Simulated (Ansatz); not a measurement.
# Sr (Fm-3m, 1 atom in the cell): from the cell to its phonons

How does Sr (Fm-3m, 1 atom in the cell) vibrate, and is this structure a minimum?

Method: DFT PBE, scalar-relativistic, plane waves, PAW, in Ansatz 0.2.0.

### 1. Set-up

The structure is cubic, space group Fm-3m (No. 225). The conventional cell has a = 6.085 Å, b = 6.085 Å, c = 6.085 Å, α = 90.00°, β = 90.00°, γ = 90.00°. Nearest to Sr lie 12 Sr at 4.30 Å.

### 2. Bringing the structure to rest

Harmonic phonons are second derivatives at a point where the forces vanish, and they are wanted at zero stress, so atoms and cell are relaxed first.

input.yaml

```yaml
crystal:
  lattice:
    - [0.0, 3.04235, 3.04235]
    - [3.04235, 0.0, 3.04235]
    - [3.04235, 3.04235, 0.0]
  atoms:
    - { symbol: Sr, position: [0.0, 0.0, 0.0] }
kpoints:
  mp_grid: { grid: [12, 12, 12] }
hamiltonian:
  xc: pbe
scf:
  occupations: { method: gaussian, width: 0.1 }
output:
  forces: true
  stress: true
  eigenvalues: true
relax:
  adjacent_minimum: "off"
  f_tol: 0.005
  max_steps: 80
  cell: { stress_tol: 0.05 }
```

Started as:

```bash
$ ansatz run input.yaml --threads 4 --pin off --max-ram 7168MiB --backend cpu --events-out ev --progress --plain --runs-dir out
```

Numbers of over 12 decimals in the logs are rounded to 6 here.

The program printed:

```text
Engine: ansatz 0.2.0, aarch64-unknown-linux-gnu
Pseudopotentials: kind: paw
Pseudopotential: Sr, paw, valence charge 10, recommended cutoff 420 eV (normal), Sr.paw.azcp
Functional definition: PBE
  parameter kappa = 0.804
  parameter beta = 0.066725
  exchange = pbe_x(kappa = kappa, mu = beta*pi^2/3)
  correlation = pbe_c(beta = beta)
Crystal: 1 atoms, lattice volume = 56.319 Å³
Basis set: ecut = 420 eV, 1067 PW (Γ), exchange–correlation on 60×60×60 points (8 copies of the dense FFT grid, shifted against one another)
Bands: 9, of which v1, the nominal top of the filled ones, is band 5 counted from 1 (4 counted from 0)
Symmetry: 48 space group operations
Space group: Fm-3m (ITA 225), of the structure as read, at distance tolerance 3.8e-5 Å
k-points: 72 of 1728
Non-local potential: Sr, projectors of the file, l = 0: 3, l = 1: 2, l = 2: 2
PAW form: soft (Blöchl's): semilocal exchange-correlation on the pseudo side does not see the compensation charge
PAW one-centre angular grid: Sr, 110 points (default); XC on 64 Gauss nodes
Initial density: superposition of atomic densities (neutral atoms: chi_scale 0, normalization atom), corrected by the library's trained network
Initial wavefunctions: pseudopotential atomic-orbital guess
Functional: x = pbe(κ = 0.804, μ = 0.219515), c = pbe(β = 0.066725)
SCF iter   1: F=—  HF=-3544.221423 eV  |F-HF|=—  |Δ(HF+E_count)|=         —  Δρ=8.92e-4  dr2=6.70e-4  ethr=1.77e-3  ⟨swp⟩=6.6  Hψ=5642  notcnv=0
preconditioner: auto → none  [metal: Δε(μ)=0.017 eV  Ē_g=3.450 eV  σ=0.100 eV  W_gap=0.10  n_scr=8 (ndim 8)  ℏωp=7.0 eV  f_vac=0.000  D(μ)=1.66/eV (n_scr^D=14)  sad-step TF]
SCF iter   2: F=—  HF=-3544.222035 eV  |F-HF|=—  |Δ(HF+E_count)|=   6.11e-4  Δρ=5.42e-4  dr2=3.22e-4  ethr=6.70e-6  ⟨swp⟩=2.8  Hψ=1681  notcnv=0
SCF iter   3: F=—  HF=-3544.222073 eV  |F-HF|=—  |Δ(HF+E_count)|=   3.79e-5  Δρ=2.20e-4  dr2=4.12e-5  ethr=3.22e-6  ⟨swp⟩=1.0  Hψ=648  notcnv=0
SCF iter   4: F=—  HF=-3544.222056 eV  |F-HF|=—  |Δ(HF+E_count)|=   1.64e-5  Δρ=1.07e-4  dr2=3.97e-6  ethr=4.12e-7  ⟨swp⟩=2.4  Hψ=992  notcnv=0
SCF iter   5: F=—  HF=-3544.222056 eV  |F-HF|=—  |Δ(HF+E_count)|=   2.77e-7  Δρ=2.77e-5  dr2=2.50e-7  ethr=3.97e-8  ⟨swp⟩=2.6  Hψ=972  notcnv=0
SCF iter   6: F=-3544.222056 eV  HF=-3544.222056 eV  |F-HF|=1.08e-8  |Δ(HF+E_count)|=   9.27e-8  Δρ=7.18e-6  dr2=1.86e-8  ethr=1.00e-9  ⟨swp⟩=6.9  Hψ=3708  notcnv=0
SCF 1 converged in 6 iterations: F = -3544.222056 eV  dr2 = 1.86e-8
  greatest PAW one-centre occupation: 0.988 electrons in one spin orbital (limit 2), on the Sr atom at site 0 (counted from 0), in its partial waves of l = 0
relax step   1: F+E_penalty+E_count = -3544.22205581 eV  Δ(F+E_penalty+E_count) = +0.000e0 eV  max|allowed force component| = 0.000e0 eV/Å  Δτ_max = 0.0000 Å  P = -0.313 GPa  Ω = 56.319 Å³  (6 SCF iters, dr2 threshold 1.00e-7 eV, accepted)
Crystal: 1 atoms, lattice volume = 55.826 Å³
Initial density: handed on by an earlier stage of this run
Initial wavefunctions: those handed on with the density
iter 1 solved again at ethr=1.08e-7 eV; its pass at ethr=3.10e-3 eV (dr2=1.08e-5 eV) is discarded
SCF iter   1: F=—  HF=-3544.222882 eV  |F-HF|=—  |Δ(HF+E_count)|=         —  Δρ=1.03e-4  dr2=7.53e-6  ethr=1.08e-7  ⟨swp⟩=3.1  Hψ=6237  notcnv=0
preconditioner: auto → none  [metal: Δε(μ)=0.018 eV  Ē_g=3.461 eV  σ=0.100 eV  W_gap=0.10  n_scr=8 (ndim 8)  ℏωp=7.0 eV  f_vac=0.000  D(μ)=1.61/eV (n_scr^D=14)]
SCF iter   2: F=—  HF=-3544.222883 eV  |F-HF|=—  |Δ(HF+E_count)|=   9.04e-7  Δρ=5.30e-5  dr2=2.01e-6  ethr=7.53e-8  ⟨swp⟩=1.0  Hψ=648  notcnv=0
SCF iter   3: F=-3544.222883 eV  HF=-3544.222883 eV  |F-HF|=3.58e-10  |Δ(HF+E_count)|=   3.52e-7  Δρ=2.60e-6  dr2=1.43e-9  ethr=1.00e-9  ⟨swp⟩=5.6  Hψ=3762  notcnv=0
SCF 2 converged in 3 iterations: F = -3544.222883 eV  dr2 = 1.43e-9
relax step   2: F+E_penalty+E_count = -3544.22288328 eV  Δ(F+E_penalty+E_count) = -8.275e-4 eV  max|allowed force component| = 0.000e0 eV/Å  Δτ_max = 0.0000 Å  P = -0.220 GPa  Ω = 55.826 Å³  energy of the carried Pulay correction = +5.645e-6 eV  (3 SCF iters, dr2 threshold 1.00e-7 eV, accepted)
Crystal: 1 atoms, lattice volume = 54.695 Å³
iter 1 solved again at ethr=3.69e-7 eV; its pass at ethr=3.10e-3 eV (dr2=3.69e-5 eV) is discarded
SCF iter   1: F=—  HF=-3544.223651 eV  |F-HF|=—  |Δ(HF+E_count)|=         —  Δρ=2.41e-4  dr2=3.88e-5  ethr=3.69e-7  ⟨swp⟩=3.1  Hψ=6447  notcnv=0
preconditioner: auto → none  [metal: Δε(μ)=0.017 eV  Ē_g=3.495 eV  σ=0.100 eV  W_gap=0.09  n_scr=8 (ndim 8)  ℏωp=7.1 eV  f_vac=0.000  D(μ)=1.51/eV (n_scr^D=14)]
SCF iter   2: F=—  HF=-3544.223656 eV  |F-HF|=—  |Δ(HF+E_count)|=   4.52e-6  Δρ=1.22e-4  dr2=1.03e-5  ethr=3.69e-7  ⟨swp⟩=1.0  Hψ=648  notcnv=0
SCF iter   3: F=-3544.223658 eV  HF=-3544.223658 eV  |F-HF|=6.82e-12  |Δ(HF+E_count)|=   1.98e-6  Δρ=3.17e-6  dr2=2.35e-9  ethr=1.00e-9  ⟨swp⟩=5.8  Hψ=3776  notcnv=0
SCF 3 converged in 3 iterations: F = -3544.223658 eV  dr2 = 2.35e-9
relax step   3: F+E_penalty+E_count = -3544.22365751 eV  Δ(F+E_penalty+E_count) = -7.742e-4 eV  max|allowed force component| = 0.000e0 eV/Å  Δτ_max = 0.0000 Å  P = +0.008 GPa  Ω = 54.695 Å³  energy of the carried Pulay correction = +1.879e-5 eV  (3 SCF iters, dr2 threshold 1.00e-7 eV, accepted)
Initial wavefunctions: pseudopotential atomic-orbital guess (no wavefunctions were taken with the density)
iter 1 solved again at ethr=1.04e-7 eV; its pass at ethr=3.10e-3 eV (dr2=1.04e-5 eV) is discarded
SCF iter   1: F=—  HF=-3544.223637 eV  |F-HF|=—  |Δ(HF+E_count)|=         —  Δρ=1.26e-5  dr2=1.32e-8  ethr=1.04e-7  ⟨swp⟩=4.6  Hψ=8173  notcnv=0
preconditioner: auto → none  [metal: Δε(μ)=0.016 eV  Ē_g=3.495 eV  σ=0.100 eV  W_gap=0.09  n_scr=8 (ndim 8)  ℏωp=7.1 eV  f_vac=0.000  D(μ)=1.51/eV (n_scr^D=14)]
SCF iter   2: F=—  HF=-3544.223640 eV  |F-HF|=—  |Δ(HF+E_count)|=   2.24e-6  Δρ=5.78e-6  dr2=2.51e-9  ethr=1.32e-10  ⟨swp⟩=2.3  Hψ=1023  notcnv=0
SCF iter   3: F=—  HF=-3544.223640 eV  |F-HF|=—  |Δ(HF+E_count)|=   5.33e-9  Δρ=5.12e-7  dr2=4.08e-11  ethr=2.51e-11  ⟨swp⟩=2.1  Hψ=1010  notcnv=0
SCF iter   4: F=-3544.223640 eV  HF=-3544.223640 eV  |F-HF|=4.55e-13  |Δ(HF+E_count)|=  3.73e-11  Δρ=6.79e-8  dr2=3.02e-12  ethr=1.00e-12  ⟨swp⟩=8.7  Hψ=3921  notcnv=0
SCF 4 converged in 4 iterations: F = -3544.223640 eV  dr2 = 3.02e-12
relax step   4: F+E_penalty+E_count = -3544.22363967 eV  Δ(F+E_penalty+E_count) = +1.784e-5 eV  max|allowed force component| = 0.000e0 eV/Å  Δτ_max = 0.0000 Å  P = +0.008 GPa  Ω = 54.695 Å³  stress off target by 7.97e-3 GPa  SCF on the basis re-selected at this cell (its energy is not comparable with the rows above)  (4 SCF iters)
basis re-selected at this cell: Δ(F+E_penalty+E_count) = +1.784e-5 eV, ΔP = -0.000 GPa vs the last step (what re-selecting the basis moved, of the pressure what is left beyond the Pulay correction that the steps carried, after the strain that the cell walked since its last selection, with what the two solves' SCF thresholds leave and, on support functions, any second-order correction that the steps lacked; it is no measure of the basis error at this ecutwfc). This SCF's stress stands 7.97e-3 GPa from its target on what of the cell is left free (relax.cell.stress_tol is 5.00e-2 GPa) and its largest allowed force component is 0.00e0 eV/Å (relax.f_tol is 5.00e-3 eV/Å): [rest of the remark cut]
SCF converged after 4 iterations
Free energy (F): -3544.223640 eV
Harris-Foulkes:  -3544.223640 eV  (|F-HF|=4.55e-13)
Internal energy: -3544.216103 eV  (E = F + TS)
E sigma→0 (E₀):  -3544.219871 eV
Entropy (-TS):   -0.007537 eV (-7.537 meV/atom)
Fermi energy:    5.107790 eV
--- Per-component energies (eV) ---
  E_band       = -135.814473
  E_kinetic    = 241.485946
  E_local      = -769.347128  (includes V_loc(G=0)·N_el)
  E_nonlocal   = 202.851917
  E_hartree    = 194.595568
  E_xc         = -171.257588
  E_vxc        = -159.289243  (∫ρ·V_xc dr)
  E_paw        = -2694.715986  (= ΣΔE_a)
  E_vpaw       = -40.707055  (= ΣTr[D̂ρ^β])
  E_aug_tail   = -0.000001  (compensation charges beyond the density's cutoff)
  E_ewald      = -547.828831
  E_smearing   = -0.007537  (= −TS)
  E_closure    = -0.000000  (closes the sum)
  Σ components = -3544.223640   (vs F -3544.223640, Δ=0.00e0)
--- Forces (eV/Å), atoms counted from 1 ---
  atom   1  Sr     0.00000000     0.00000000    -0.00000000
  max |Σ_I F_I| component: 1.03e-32 eV/Å
--- Stress (GPa, compression-positive) ---
        0.007970       0.000000       0.000000
        0.000000       0.007970       0.000000
        0.000000       0.000000       0.007970
  P = ⅓ Tr σ = 0.0080 GPa (0.080 kbar)
--- Band table (eV; the first three rows and the last of 72) ---
  k-point 0: bands = ["-31.4682", "-13.3569", "-13.3569", "-13.3569", "1.4554", "7.4663", "7.4663", "7.4663", "8.9429"]
  k-point 1: bands = ["-31.4672", "-13.3707", "-13.3587", "-13.3587", "1.5678", "7.2886", "7.5192", "7.5192", "8.8703"]
  k-point 2: bands = ["-31.4646", "-13.4080", "-13.3638", "-13.3638", "1.8942", "6.8687", "7.6220", "7.6220", "8.7665"]
  k-point 71: bands = ["-31.4492", "-13.4879", "-13.4879", "-13.4318", "5.1732", "5.7442", "5.7442", "7.3669", "10.3026"]
--- Relaxed structure (3 steps of the walk, 3 accepted, 1 SCFs on fresh bases) ---
  F+E_penalty+E_count = -3544.22363967 eV   max|allowed force component| = 0.000e0 eV/Å   (the final SCF, on the basis selected at the relaxed cell)
  cell:  # Å, volume = 54.6952 Å³
    - [0, 3.012820, 3.012820]
    - [3.012820, 0, 3.012820]
    - [3.012820, 3.012820, 0]
  atoms:
    - { symbol: Sr, position: [0.0, 0.0, 0.0] }
```

Wall time 2 s (4 threads of Arm Neoverse V2, shared host); peak memory 0.33 GiB.

Relaxation path:

| step | energy less that of the first step (eV) | largest force component (eV/Å) | pressure (GPa) | volume (Å³) |
| --- | --- | --- | --- | --- |
| 1 | 0.0000 | 0.0000 | -0.31 | 56.32 |
| 2 | -0.0008 | 0.0000 | -0.22 | 55.83 |
| 3 | -0.0016 | 0.0000 | 0.01 | 54.70 |
| 4* | -0.0016 | 0.0000 | 0.01 | 54.70 |

Relaxation steps marked * repeat the geometry before them on a plane-wave basis chosen anew for their cell, so energy and pressure can jump there.

| conventional cell, symmetrised | before | after | change |
| --- | --- | --- | --- |
| a (Å) | 6.085 | 6.026 | -1.0 % |
| b (Å) | 6.085 | 6.026 | -1.0 % |
| c (Å) | 6.085 | 6.026 | -1.0 % |
| volume (Å³/atom) | 56.32 | 54.70 | -2.9 % |

Final coordinates:

```cif
data_structure
_symmetry_space_group_name_H-M 'P 1'
_symmetry_Int_Tables_number 1
_cell_length_a 4.2608
_cell_length_b 4.2608
_cell_length_c 4.2608
_cell_angle_alpha 60.000
_cell_angle_beta 60.000
_cell_angle_gamma 60.000
_cell_volume 54.70
loop_
_atom_site_label
_atom_site_type_symbol
_atom_site_fract_x
_atom_site_fract_y
_atom_site_fract_z
_atom_site_occupancy
Sr1 Sr 0.00000 0.00000 0.00000 1
```

This step gave:

* pressure: 0.007970 GPa
* volume per atom: 54.70 Å³
* gap on the k-mesh: 0 eV

In this step the volume went from 56.32 to 54.70 Å³/atom.

### 3. Tight relaxation

Phonons need a cell at rest on their own settings, so the relaxation is repeated with tight tolerances on forces and stress, using the mesh and the filling of the phonon run that follows.

input.yaml, the sections that differ from step 2:

```yaml
crystal:
  lattice:
    - [0.0, 3.0128200973, 3.0128200973]
    - [3.0128200973, 0.0, 3.0128200973]
    - [3.0128200973, 3.0128200973, 0.0]
  atoms:
    - { symbol: Sr, position: [0.0, 0.0, 0.0] }
scf:
  occupations: { method: methfessel_paxton, width: 0.2 }
relax:
  adjacent_minimum: "off"
  f_tol: 0.001
  max_steps: 60
  cell: { stress_tol: 0.01 }
# kpoints, hamiltonian, output: as in step 2
```

The program printed:

```text
[...]
Crystal: 1 atoms, lattice volume = 54.695 Å³
Basis set: ecut = 420 eV, 1067 PW (Γ), exchange–correlation on 60×60×60 points (8 copies of the dense FFT grid, shifted against one another)
Bands: 9, of which v1, the nominal top of the filled ones, is band 5 counted from 1 (4 counted from 0)
Symmetry: 48 space group operations
[...]
k-points: 72 of 1728
[...]
0.000000       0.000032       0.000000
        0.000000       0.000000       0.000032
  P = ⅓ Tr σ = 0.0000 GPa (0.000 kbar)
--- Band table (eV; the first three rows and the last of 72) ---
[...]
--- Relaxed structure (3 steps of the walk, 3 accepted, 1 SCFs on fresh bases) ---
[...]
cell:  # Å, volume = 54.8190 Å³
    - [0, 3.015090, 3.015090]
    - [3.015090, 0, 3.015090]
    - [3.015090, 3.015090, 0]
  atoms:
    - { symbol: Sr, position: [0.0, 0.0, 0.0] }
[key lines of the parts left out:]
SCF converged after 6 iterations
Free energy (F): -3544.220712 eV
Fermi energy:    5.096257 eV
```

Wall time 1.9 s (4 threads); peak memory 0.33 GiB.

Little changed from the start: no atom moved by 0.005 Å and no cell edge by 0.1 %.

This step gave:

| Item | Value |
| --- | --- |
| pressure | 3.22e-5 GPa |
| volume per atom | 54.82 Å³ |

The forces vanish by symmetry and the pressure is 0.000 GPa, within the tolerances set. The cell now holds 54.82 Å³/atom.

[end of part 1 of 2]

[Logs are printed without paths, hosts, clocks, repeated set-up lines and the standing remarks that a program may print on its own settings, such as how far it seeks lower states.]

[Hosts, paths, dates, database ids (printed as entryN), source tags and the programs' standing remarks are cut or masked in the printed files.]
